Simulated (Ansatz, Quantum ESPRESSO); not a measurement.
# Conductance against width: vacuum gaps between two Rh(111) faces, part 4 of 5

Aim: how the conductance falls as the barrier grows, for vacuum gaps between two Rh(111) faces.

Quantum ESPRESSO 7.5; plane-wave DFT, PBEsol, GBRV ultrasoft pseudopotentials; cross-check by Ansatz 0.2.0 with PAW datasets.

So far. Step 6 (The open system, 4.5 Å): T goes from 0.821 to 0.210, a factor of 3.9. Step 7 (Cross-check with Ansatz, 4.5 Å): Ansatz finds T = 0.198 against pwcond's 0.210.

### Step 8. SCF with pw.x, 5.5 Å

Level of this step: plane-wave DFT, PBEsol, GBRV ultrasoft pseudopotentials (Quantum ESPRESSO 7.5).

Contents of j2.scf.in:

```
&control
  prefix = 'j2.scf'
  outdir = './out'
  pseudo_dir = './pseudo'
  calculation = 'scf'
  tprnfor = .true.
/
&system
  ibrav = 0
  nat = 18
  ntyp = 1
  ecutwfc = 40
  ecutrho = 200
  occupations = 'smearing'
  smearing = 'mv'
  degauss = 0.01
/
&electrons
  conv_thr = 1e-07
  mixing_beta = 0.25
  electron_maxstep = 120
  mixing_mode = 'local-TF'
/
ATOMIC_SPECIES
  Rh  102.9055  rh_pbesol_v1.4.uspp.F.UPF
CELL_PARAMETERS angstrom
  2.70821897194448 0.00000000000000 0.00000000000000
  1.35410948597224 2.34538642871489 0.00000000000000
  0.00000000000000 0.00000000000000 43.09127602693654
ATOMIC_POSITIONS crystal
  Rh  0.000000000000 0.000000000000 0.000000000000
  Rh  0.333333333000 0.333333333000 0.051315526828
  Rh  0.666666667000 0.666666667000 0.102631053655
  Rh  0.000000000000 0.000000000000 0.153946580483
  Rh  0.333333333000 0.333333333000 0.205262107310
  Rh  0.666666667000 0.666666667000 0.256577634138
  Rh  0.000000000000 0.000000000000 0.307893160966
  Rh  0.333333333000 0.333333333000 0.359208687793
  Rh  0.666666667000 0.666666667000 0.410524214621
  Rh  0.000000000000 0.000000000000 0.538160258551
  Rh  0.333333333000 0.333333333000 0.589475785379
  Rh  0.666666667000 0.666666667000 0.640791312207
  Rh  0.000000000000 0.000000000000 0.692106839034
  Rh  0.333333333000 0.333333333000 0.743422365862
  Rh  0.666666667000 0.666666667000 0.794737892690
  Rh  0.000000000000 0.000000000000 0.846053419517
  Rh  0.333333333000 0.333333333000 0.897368946345
  Rh  0.666666667000 0.666666667000 0.948684473172
K_POINTS automatic
  10 10 1 0 0 0
```

The run is started by

```console
OMP_NUM_THREADS=1 mpirun -n 4 pw.x -nk 4 -in j2.scf.in > j2.scf.out
```

Numbers of over 12 decimals in the logs are rounded to 6 here.

Output:

```text
[banner, memory and clock lines left out]
Program PWSCF v.7.5 starts
[...]
Message from routine setup:
[...]
number of electrons       =       270.00
     number of Kohn-Sham states=          162
     kinetic-energy cutoff     =      40.0000  Ry
     charge density cutoff     =     200.0000  Ry
[...]
number of k points=    14  Marzari-Vanderbilt smearing, width (Ry)=  0.0100
[...]
Dense  grid:    88399 G-vectors     FFT dimensions: (  24,  24, 375)
[...]
negative rho (up, down):  1.044E+00 0.000E+00
     Starting wfcs are  216 randomized atomic wfcs
[...]
negative rho (up, down):  1.030E+00 0.000E+00
[...]
estimated scf accuracy    <      15.39137106 Ry
[...]
negative rho (up, down):  1.021E+00 0.000E+00
[...]
estimated scf accuracy    <       6.22361295 Ry
[...]
negative rho (up, down):  1.034E+00 0.000E+00
[...]
estimated scf accuracy    <       1.03947554 Ry
[...]
negative rho (up, down):  1.053E+00 0.000E+00
[...]
estimated scf accuracy    <       0.01960438 Ry
[...]
negative rho (up, down):  1.067E+00 0.000E+00
[...]
estimated scf accuracy    <       0.13346418 Ry
[...]
negative rho (up, down):  1.077E+00 0.000E+00
[...]
estimated scf accuracy    <       0.00427640 Ry
[...]
negative rho (up, down):  1.077E+00 0.000E+00
[...]
estimated scf accuracy    <       0.00066246 Ry
[...]
negative rho (up, down):  1.076E+00 0.000E+00
[...]
estimated scf accuracy    <       0.00004712 Ry
[...]
negative rho (up, down):  1.075E+00 0.000E+00
[...]
estimated scf accuracy    <       0.00010828 Ry
[...]
negative rho (up, down):  1.075E+00 0.000E+00
[...]
estimated scf accuracy    <       0.00000188 Ry
[...]
negative rho (up, down):  1.075E+00 0.000E+00
[...]
estimated scf accuracy    <       0.00000067 Ry
[...]
negative rho (up, down):  1.074E+00 0.000E+00
[...]
estimated scf accuracy    <       0.00000030 Ry
[...]
negative rho (up, down):  1.075E+00 0.000E+00
[...]
the Fermi energy is    18.6904 ev
!    total energy              =   -3080.71125187 Ry
     estimated scf accuracy    <       0.00000005 Ry
     smearing contrib. (-TS)   =      -0.00133165 Ry
     internal energy E=F+TS    =   -3080.70992022 Ry
[...]
one-electron contribution =   -3710.32526551 Ry
     hartree contribution      =    2073.77027405 Ry
     xc contribution           =    -535.27670885 Ry
     ewald contribution        =    -908.87821991 Ry
     convergence has been achieved in  13 iterations
     negative rho (up, down):  1.075E+00 0.000E+00
[...]
Total force =     0.045301     Total SCF correction =     0.000763
[...]
```

It took 4.6 min on 4 MPI ranks of Arm Neoverse V1, shared host; peak memory 1.4 GiB.

This step gave:

```
free energy  : -41915.2119 eV
Fermi energy : 18.69 eV
```

### Step 9. Transmission with pwcond.x, 5.5 Å

Contents of j2.cond.in:

```
&inputcond
  outdir = './out'
  prefixt = 'j2.scf'
  tran_file = 'j2.cond.dat'
  bdl = 2.4494897417
  bds = 15.9112968620
  ikind = 1
  ewind = 4.0
  epsproj = 1e-05
  nz1 = 7
  energy0 = 0.4
  denergy = -0.4
/
10
  0.00000000 0.00000000 0.01562500
  0.00000000 0.12500000 0.09375000
  0.00000000 0.25000000 0.09375000
  0.00000000 0.37500000 0.09375000
  0.00000000 0.50000000 0.04687500
  0.12500000 0.25000000 0.09375000
  0.12500000 0.37500000 0.18750000
  0.12500000 0.50000000 0.18750000
  0.25000000 0.50000000 0.09375000
  0.25000000 0.62500000 0.09375000
3
```

The run is started by

```console
OMP_NUM_THREADS=1 mpirun -n 4 pwcond.x -in j2.cond.in > j2.cond.out
```

Output:

```text
[banner, memory and clock lines left out]
Program PWCOND v.7.5 starts
[citation notice left out]

[...]
./out/j2.scf.save/

[...]
negative rho (up, down):  1.075E+00 0.000E+00
     Reading collected, re-writing distributed wavefunctions

===== INPUT FILE containing all the regions =====

     GEOMETRY:

     lattice parameter (alat)  =       5.1178  a.u.
     the volume                =    1847.0733 (a.u.)^3
     the cross section         =      22.6828 (a.u.)^2
     l of the unit cell        =      15.9113 (alat)
[...]
1 -->     2     0.00032     0.05654
   Total T_j, R_j =    0.00125  0.99875

    2 -->     1     0.00021     0.05652
    2 -->     2     0.00002     0.94325
   Total T_j, R_j =    0.00023  0.99977

E-Ef(ev), T(x2 spins) =    0.0000000   0.0029480
---  E-Ef =   -0.4000000  k =    0.2500000   0.6250000
---  ie =          3  ik =         10
 Nchannels of the left tip =            0
 Right moving states:
   k1(2pi/a)   k2(2pi/a)   E-Ef (eV)
 Left moving states:
   k1(2pi/a)   k2(2pi/a)   E-Ef (eV)

 to transmit
          E-Ef(ev), T =   -0.4000000   0.0000000
   T_tot     0.40000      0.42590E-01
   T_tot     0.00000      0.48439E-01
   T_tot    -0.40000      0.60166E-01

[...]
```

Run time: 73 s. Hardware: 4 MPI ranks; peak memory 0.29 GiB.

Read from the output:

* transmission at the Fermi level, one spin: 0.02422
* conductance: 0.02422 G₀

Per spin; mean over the k mesh across the current. Transmission, zone mean against energy, zero at the Fermi level:

```csv
energy (eV),"transmission, zone mean"
-0.400,0.0301
0.000,0.0242
0.400,0.0213
```

At 0.000 eV; k in fractions of b1, b2. Transmission by k point:

```csv
k1,k2,weight,t,channels
0,0,0.01562,0.2079,3
0,0.125,0.09375,0.0803,2
0,0.25,0.09375,0.02896,2
0,0.375,0.09375,0.005695,3
0,0.5,0.04688,0.001224,3
0.125,0.25,0.09375,0.05041,2
0.125,0.375,0.1875,0.01692,2
0.125,0.5,0.1875,0.008987,2
0.25,0.5,0.09375,0.004432,1
0.25,0.625,0.09375,0.001474,2
```

The run is unpolarised; a magnetic state was not tried, may lie lower and would change T.

T goes from 0.210 to 0.0242, a factor of 8.7.

### Step 10. The same in Ansatz, 5.5 Å

Level of this step: plane-wave DFT, PBEsol, Ansatz PAW (Ansatz 0.2.0).

Contents of input.yaml:

```yaml
crystal:
  lattice:
    - [2.7082189719, 0.0, 0.0]
    - [1.354109486, 2.3453864287, 0.0]
    - [0.0, 0.0, 43.0912760269]
  atoms:
    - { symbol: Rh, position: [0.0, 0.0, 0.0] }
    - { symbol: Rh, position: [0.333333333, 0.333333333, 0.0513155268] }
    - { symbol: Rh, position: [0.666666667, 0.666666667, 0.1026310537] }
    - { symbol: Rh, position: [0.0, 0.0, 0.1539465805] }
    - { symbol: Rh, position: [0.333333333, 0.333333333, 0.2052621073] }
    - { symbol: Rh, position: [0.666666667, 0.666666667, 0.2565776341] }
    - { symbol: Rh, position: [0.0, 0.0, 0.307893161] }
    - { symbol: Rh, position: [0.333333333, 0.333333333, 0.3592086878] }
    - { symbol: Rh, position: [0.666666667, 0.666666667, 0.4105242146] }
    - { symbol: Rh, position: [0.0, 0.0, 0.5381602586] }
    - { symbol: Rh, position: [0.333333333, 0.333333333, 0.5894757854] }
    - { symbol: Rh, position: [0.666666667, 0.666666667, 0.6407913122] }
    - { symbol: Rh, position: [0.0, 0.0, 0.692106839] }
    - { symbol: Rh, position: [0.333333333, 0.333333333, 0.7434223659] }
    - { symbol: Rh, position: [0.666666667, 0.666666667, 0.7947378927] }
    - { symbol: Rh, position: [0.0, 0.0, 0.8460534195] }
    - { symbol: Rh, position: [0.333333333, 0.333333333, 0.8973689463] }
    - { symbol: Rh, position: [0.666666667, 0.666666667, 0.9486844732] }
kpoints:
  mp_grid: { grid: [10, 10, 1] }
hamiltonian:
  xc: pbesol
scf:
  occupations: { method: fermi_dirac, width: 0.1 }
  convergence: { dr2_threshold: 1.0e-08 }
output:
  transmission: { leads: [[0, 3]], e_range: [-0.4, 0.4], de: 0.4, kmesh: [8, 8] }
  write_potential: true
  write_density: true
  volumetric_format: npy
  elf: true
```

The run is started by

```console
ansatz run input.yaml --threads 4 --pin off --max-ram 16384MiB --backend cpu --events-out ev --progress --plain --runs-dir out
```

Output:

```text
[...]
Crystal: 18 atoms, lattice volume = 273.708 Å³
Basis set: ecut = 420 eV, 5419 PW (Γ)
Bands: 184, of which v1, the nominal top of the filled ones, is band 153 counted from 1 (152 counted from 0)
Symmetry: 12 space group operations
[...]
k-points: 14 of 100
[...]
k-point 13: bands = [... 149 lower, 19.7616, 19.8228, 19.8379, 19.8581, 19.8914, 19.9322, 19.9445, 19.9768, ... 27 higher]
--- Transmission ---
  basis      : 55 plane waves across, 78 finite elements along
  points     : 10, standing for a mesh of 8 x 8
[...]
channels       : 2.062500e0 a spin
[...]
junction   : crystal 0 to crystal 0, -0.41 to 36.05 Å
    transmission   : 2.446316e-2 a spin
[...]
[key lines of the parts left out:]
SCF converged after 10 iterations
Free energy (F): -114095.610725 eV
Fermi energy:    19.582401 eV
```

Wall time 23 s (4 threads); peak memory 1.4 GiB; 84 s of CPU time.

Numbers from this step:

```
free energy                                  : -114095.6107 eV
energy at zero smearing                      : -114095.1754 eV
smearing term TS                             : 0.8706 eV
Fermi energy                                 : 19.58 eV
transmission at the Fermi level, one spin    : 0.02446
step of the lead's Hamiltonian over a period : 5 meV
```

Per spin; mean over the k mesh across the current. The transmission, zone mean by energy, zero at the Fermi level:

```csv
energy (eV),"transmission, zone mean"
-0.400,0.0291
0.000,0.0245
0.400,0.0219
```

Ansatz finds T = 0.0245 against pwcond's 0.0242.

### Step 11. Self-consistent run, 6.5 Å

Level of this step: plane-wave DFT, PBEsol, GBRV ultrasoft pseudopotentials (Quantum ESPRESSO 7.5).

Contents of j3.scf.in:

```
&control
  prefix = 'j3.scf'
  outdir = './out'
  pseudo_dir = './pseudo'
  calculation = 'scf'
  tprnfor = .true.
/
&system
  ibrav = 0
  nat = 18
  ntyp = 1
  ecutwfc = 40
  ecutrho = 200
  occupations = 'smearing'
  smearing = 'mv'
  degauss = 0.01
/
&electrons
  conv_thr = 1e-07
  mixing_beta = 0.25
  electron_maxstep = 120
  mixing_mode = 'local-TF'
/
ATOMIC_SPECIES
  Rh  102.9055  rh_pbesol_v1.4.uspp.F.UPF
CELL_PARAMETERS angstrom
  2.70821897194448 0.00000000000000 0.00000000000000
  1.35410948597224 2.34538642871489 0.00000000000000
  0.00000000000000 0.00000000000000 44.09127602693654
ATOMIC_POSITIONS crystal
  Rh  0.000000000000 0.000000000000 0.000000000000
  Rh  0.333333333000 0.333333333000 0.050151679204
  Rh  0.666666667000 0.666666667000 0.100303358408
  Rh  0.000000000000 0.000000000000 0.150455037612
  Rh  0.333333333000 0.333333333000 0.200606716816
  Rh  0.666666667000 0.666666667000 0.250758396020
  Rh  0.000000000000 0.000000000000 0.300910075224
  Rh  0.333333333000 0.333333333000 0.351061754428
  Rh  0.666666667000 0.666666667000 0.401213433632
  Rh  0.000000000000 0.000000000000 0.548634887164
  Rh  0.333333333000 0.333333333000 0.598786566368
  Rh  0.666666667000 0.666666667000 0.648938245572
  Rh  0.000000000000 0.000000000000 0.699089924776
  Rh  0.333333333000 0.333333333000 0.749241603980
  Rh  0.666666667000 0.666666667000 0.799393283184
  Rh  0.000000000000 0.000000000000 0.849544962388
  Rh  0.333333333000 0.333333333000 0.899696641592
  Rh  0.666666667000 0.666666667000 0.949848320796
K_POINTS automatic
  10 10 1 0 0 0
```

The run is started by

```console
OMP_NUM_THREADS=1 mpirun -n 4 pw.x -nk 4 -in j3.scf.in > j3.scf.out
```

Output:

```text
[banner, memory and clock lines left out]
Program PWSCF v.7.5 starts
[...]
Message from routine setup:
[...]
number of electrons       =       270.00
     number of Kohn-Sham states=          162
     kinetic-energy cutoff     =      40.0000  Ry
     charge density cutoff     =     200.0000  Ry
[...]
number of k points=    14  Marzari-Vanderbilt smearing, width (Ry)=  0.0100
[...]
Dense  grid:    90399 G-vectors     FFT dimensions: (  24,  24, 375)
[...]
negative rho (up, down):  1.048E+00 0.000E+00
     Starting wfcs are  216 randomized atomic wfcs
[...]
negative rho (up, down):  1.034E+00 0.000E+00
[...]
estimated scf accuracy    <      15.42120048 Ry
[...]
negative rho (up, down):  1.029E+00 0.000E+00
[...]
estimated scf accuracy    <       6.27581534 Ry
[...]
negative rho (up, down):  1.041E+00 0.000E+00
[...]
estimated scf accuracy    <       1.00563095 Ry
[...]
negative rho (up, down):  1.053E+00 0.000E+00
[...]
estimated scf accuracy    <       0.02209488 Ry
[...]
negative rho (up, down):  1.071E+00 0.000E+00
[...]
estimated scf accuracy    <       0.08205961 Ry
[...]
negative rho (up, down):  1.080E+00 0.000E+00
[...]
estimated scf accuracy    <       0.00772120 Ry
[...]
negative rho (up, down):  1.081E+00 0.000E+00
[...]
estimated scf accuracy    <       0.00080881 Ry
[...]
negative rho (up, down):  1.079E+00 0.000E+00
[...]
estimated scf accuracy    <       0.00005029 Ry
[...]
negative rho (up, down):  1.078E+00 0.000E+00
[...]
estimated scf accuracy    <       0.00002231 Ry
[...]
negative rho (up, down):  1.078E+00 0.000E+00
[...]
estimated scf accuracy    <       0.00003336 Ry
[...]
negative rho (up, down):  1.078E+00 0.000E+00
[...]
estimated scf accuracy    <       0.00000062 Ry
[...]
negative rho (up, down):  1.078E+00 0.000E+00
[...]
estimated scf accuracy    <       0.00000050 Ry
[...]
negative rho (up, down):  1.078E+00 0.000E+00
[...]
estimated scf accuracy    <       0.00000013 Ry
[...]
negative rho (up, down):  1.078E+00 0.000E+00
[...]
the Fermi energy is    18.1485 ev
!    total energy              =   -3080.71072360 Ry
     estimated scf accuracy    <       0.00000003 Ry
     smearing contrib. (-TS)   =      -0.00124606 Ry
     internal energy E=F+TS    =   -3080.70947754 Ry
[...]
one-electron contribution =   -5845.96619156 Ry
     hartree contribution      =    3136.21881611 Ry
     xc contribution           =    -535.27636521 Ry
     ewald contribution        =     164.31426312 Ry
     convergence has been achieved in  14 iterations
     negative rho (up, down):  1.078E+00 0.000E+00
[...]
Total force =     0.046286     Total SCF correction =     0.000386
[...]
```

Run time: 4.9 min. Hardware: 4 MPI ranks; peak memory 1.4 GiB; 20 min of CPU time.

Numbers from this step:

| Property | Result |
| --- | --- |
| free energy | -41915.2047 eV |
| Fermi energy | 18.15 eV |

(Continued in part 5 of 5.)

[Logs are printed without paths, hosts, clocks, repeated set-up lines and the standing remarks that a program may print on its own settings, such as how far it seeks lower states.]

[Hosts, paths, dates, database ids (printed as entryN), source tags and the programs' standing remarks are cut or masked in the printed files.]

[Maps of the electrostatic potential energy from Ansatz leave out the sawtooth potential of an applied field or a dipole correction, so their vacuum need not be flat; planar profiles and work functions include it.]
